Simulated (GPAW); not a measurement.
# C/Rh(110): work function by functional and basis, part 2 of 2

Wanted: work functions and dipole of C/Rh(110), with the cost of each level.

GPAW 26.7.0; GPAW, PAW setups; slab in vacuum, relaxation (the session's first sound run).

So far, upper work function (eV): step 2 (relaxing the atoms, PBE, GPAW) 5.39; step 4 (self-consistent run: xc = "LDA") 5.76; step 5 (self-consistent run: xc = "RPBE") 5.23; step 6 (self-consistent run: xc = "vdW-DF2", GPAW, PAW setups, GPAW) 5.71; step 7 (OptPBE vdW: xc = "optPBE-vdW", GPAW, PAW setups, GPAW) 5.57.

## (8) Self-consistent run: xc = "revPBE"

The same geometry under revPBE, to see how far the functional moves the levels against the vacuum.

Contents of run.py:

```python
import json
import numpy as np
from ase import Atoms
from gpaw import GPAW, PW

slab = Atoms(
    ['Rh', 'Rh', 'Rh', 'Rh', 'Rh', 'C'],
    positions=[
        [0.00000, 0.00000, 8.00000],
        [1.90000, 1.34350, 9.34350],
        [0.00000, 0.00000, 10.66428],
        [1.90000, 1.34350, 12.15166],
        [0.00000, 0.00000, 13.83088],
        [1.90000, 1.34350, 13.99037]],
    cell=[[3.8, 0.0, 0.0], [0.0, 2.68701, 0.0], [0.0, 0.0, 21.87401]],
    pbc=[True, True, False])

slab.calc = GPAW(mode=PW(500), xc='revPBE', kpts={'size': (8, 12, 1), 'gamma': True},
                 occupations={'name': 'fermi-dirac', 'width': 0.1}, nbands='160%',
                 convergence={'density': 1e-05}, maxiter=200,
                 poissonsolver={'dipolelayer': 'xy'},
                 symmetry={'tolerance': 1e-3}, txt='slab.txt')
result = {}
energy = slab.get_potential_energy()
fermi = slab.calc.get_fermi_level()
v = slab.calc.get_electrostatic_potential().mean((0, 1)) - fermi
n = slab.calc.get_pseudo_density().mean((0, 1))
L = slab.cell[2, 2]
z = np.arange(len(v)) * L / len(v)
low, high = slab.positions[:, 2].min(), slab.positions[:, 2].max()
below, above = np.interp([low - 5.8, high + 5.8], z, v)
slopes = [np.interp(x, z, np.gradient(v, z)) for x in (low - 5.8, high + 5.8)]
eps = np.array([[slab.calc.get_eigenvalues(k, s) for k in range(len(slab.calc.get_ibz_k_points()))]
                for s in range(slab.calc.get_number_of_spins())]) - fermi
top, bottom = eps[eps < 0].max(), eps[eps > 0].min()
dipole = slab.get_dipole_moment()[2]
print(f'energy {energy:.4f} eV, Fermi level {fermi:.4f} eV, dipole {dipole:.5f} e A')
print(f'potential 5.8 A off the faces, from the Fermi level: lower {below:.4f} eV, upper {above:.4f} eV')
print(f'slope of the potential there: lower {slopes[0]:.5f}, upper {slopes[1]:.5f} eV/A')
print(f'nearest levels on the mesh: {top:.4f} and {bottom:.4f} eV')
print('magnetic moment', round(slab.get_magnetic_moment(), 3))
result.update(energy=energy, fermi=fermi, dipole=dipole, below=below, above=above, slopes=slopes, edges=[top, bottom],
              z=z.tolist(), v=v.tolist(), n=n.tolist(), positions=slab.positions.tolist(),
              forces=slab.get_forces(apply_constraint=False).tolist(), moments=slab.get_magnetic_moments().tolist())
json.dump(result, open('result.json', 'w'))
```

Started as:

```bash
$ OMP_NUM_THREADS=1 OPENBLAS_NUM_THREADS=1 python run.py
```

Output:

```text
energy -38.7391 eV, Fermi level 0.7968 eV, dipole -0.05636 e A
potential 5.8 A off the faces, from the Fermi level: lower 4.2464 eV, upper 5.2456 eV
slope of the potential there: lower -0.00035, upper 0.00025 eV/A
nearest levels on the mesh: -0.0029 and 0.0049 eV
magnetic moment 0.0
```

Elapsed: 10 min, on 1 thread of Arm Neoverse V1, shared host; peak memory 0.44 GiB.

This step gave:

- dipole along the normal: -0.05636 e·Å
- levels nearest the Fermi level on the mesh: -0.002924, 0.004943 eV from the Fermi level
- upper work function: 5.246 eV
- lower work function: 4.246 eV

The upper face's work function is 5.246 eV, against 5.387 eV in the first plane-wave PBE run at this geometry.

## (9) Real-space grid: mode = "fd"

A real-space grid is a second complete basis, so it checks the plane-wave result.

Edit run.py of step 8 so:

```diff
@@ -3,3 +3,3 @@
 from ase import Atoms
-from gpaw import GPAW, PW
+from gpaw import GPAW
 
@@ -17,3 +17,3 @@
 
-slab.calc = GPAW(mode=PW(500), xc='revPBE', kpts={'size': (8, 12, 1), 'gamma': True},
+slab.calc = GPAW(mode='fd', h=0.18, xc='PBE', kpts={'size': (8, 12, 1), 'gamma': True},
                  occupations={'name': 'fermi-dirac', 'width': 0.1}, nbands='160%',
```

Output:

```text
energy -41.5031 eV, Fermi level -4.8976 eV, dipole -0.05541 e A
potential 5.8 A off the faces, from the Fermi level: lower 4.4066 eV, upper 5.3886 eV
slope of the potential there: lower -0.00003, upper 0.00001 eV/A
nearest levels on the mesh: -0.0038 and 0.0058 eV
magnetic moment 0.0
```

Wall time 37 min (1 thread); peak memory 2 GiB.

Numbers from this step:

```
dipole along the normal                    : -0.05541 e·Å
levels nearest the Fermi level on the mesh : -0.003796, 0.005804 eV from the Fermi level
upper work function                        : 5.389 eV
lower work function                        : 4.407 eV
```

The upper face's work function is 5.389 eV, against 5.387 eV in the first plane-wave PBE run at this geometry.

## (10) Atomic orbitals: mode = "lcao"

Atom-centred orbitals end a few angstrom from the surface, which tests how much the density's tail matters.

Edit run.py of step 9 so:

```diff
@@ -17,4 +17,4 @@
 
-slab.calc = GPAW(mode='fd', h=0.18, xc='PBE', kpts={'size': (8, 12, 1), 'gamma': True},
-                 occupations={'name': 'fermi-dirac', 'width': 0.1}, nbands='160%',
+slab.calc = GPAW(mode='lcao', basis='dzp', h=0.18, xc='PBE', kpts={'size': (8, 12, 1), 'gamma': True},
+                 occupations={'name': 'fermi-dirac', 'width': 0.1}, nbands='120%',
                  convergence={'density': 1e-05}, maxiter=200,
```

Output:

```text
energy -39.4012 eV, Fermi level -4.9345 eV, dipole -0.05866 e A
potential 5.8 A off the faces, from the Fermi level: lower 4.4146 eV, upper 5.4543 eV
slope of the potential there: lower -0.00001, upper 0.00000 eV/A
nearest levels on the mesh: -0.0058 and 0.0013 eV
magnetic moment 0.0
```

The job ended after 48 min (1 thread; peak memory 0.52 GiB).

Numbers from this step:

- dipole along the normal: -0.05866 e·Å
- levels nearest the Fermi level on the mesh: -0.005791, 0.001346 eV from the Fermi level
- upper work function: 5.454 eV
- lower work function: 4.415 eV

The upper face's work function is 5.454 eV, against 5.387 eV in the first plane-wave PBE run at this geometry.

## (11) All levels side by side

Times are for 1 thread of Arm Neoverse V1, shared host. The series side by side:

```tsv
no.	run	upper work function (eV)	lower work function (eV)	time	memory (GiB)
1	pw	5.387	4.406	7.5 min	0.44
2	LDA	5.762	4.790	8 min	0.45
3	RPBE	5.229	4.227	8.7 min	0.44
4	vdW DF2	5.715	4.826	7.2 min	0.61
5	optPBE vdW	5.574	4.612	9.6 min	0.61
6	revPBE	5.246	4.246	10 min	0.44
7	fd	5.389	4.407	37 min	2
8	lcao	5.454	4.415	48 min	0.52
```

## (12) Side by side

Results and costs are gathered.

This step: comparison of work functions, dipole and cost (GPAW 26.7.0).

Ladder, by row:

```tsv
step	code	work function, upper (eV)	work function, lower (eV)	dipole (e Å)	wall time (s)	peak memory (GiB)	threads
pw	GPAW	5.387	4.406	-0.05536	451.9	0.44	1
LDA	GPAW	5.762	4.79	-0.05481	482.4	0.45	1
RPBE	GPAW	5.229	4.227	-0.05647	521.9	0.44	1
vdW-DF2	GPAW	5.715	4.826	-0.05013	429.1	0.61	1
optPBE-vdW	GPAW	5.574	4.612	-0.05427	573.2	0.61	1
revPBE	GPAW	5.246	4.246	-0.05636	622.7	0.44	1
fd	GPAW	5.389	4.407	-0.05541	2232	2	1
lcao	GPAW	5.454	4.415	-0.05866	2854	0.52	1
```

## (13) Summary of results

```
work function, upper and lower face : 5.387 and 4.406 eV
dipole along the normal             : -0.0554 e Å
```

What this shows: With plane waves and PBE the work function is 5.39 eV on the upper face and 4.41 eV on the lower. The two faces differ by 0.98 eV, the step that the slab's dipole makes (e p/(ε0 A) gives 0.98 eV), so the dipole layer is needed. Over the sound runs of the table the upper face's work function spans 5.229 (RPBE) to 5.762 eV (LDA). The cell of 10.2 Å² holds one C, started on one chosen site; other sites and coverages weren't tried. The in-plane lattice was kept as typed, which isn't the functional's own and leaves some strain; spin-orbit coupling and temperature are left out.

[Logs are printed without paths, hosts, clocks, repeated set-up lines and the standing remarks that a program may print on its own settings, such as how far it seeks lower states.]

[Hosts, paths, dates, database ids (printed as entryN), source tags and the programs' standing remarks are cut or masked in the printed files.]
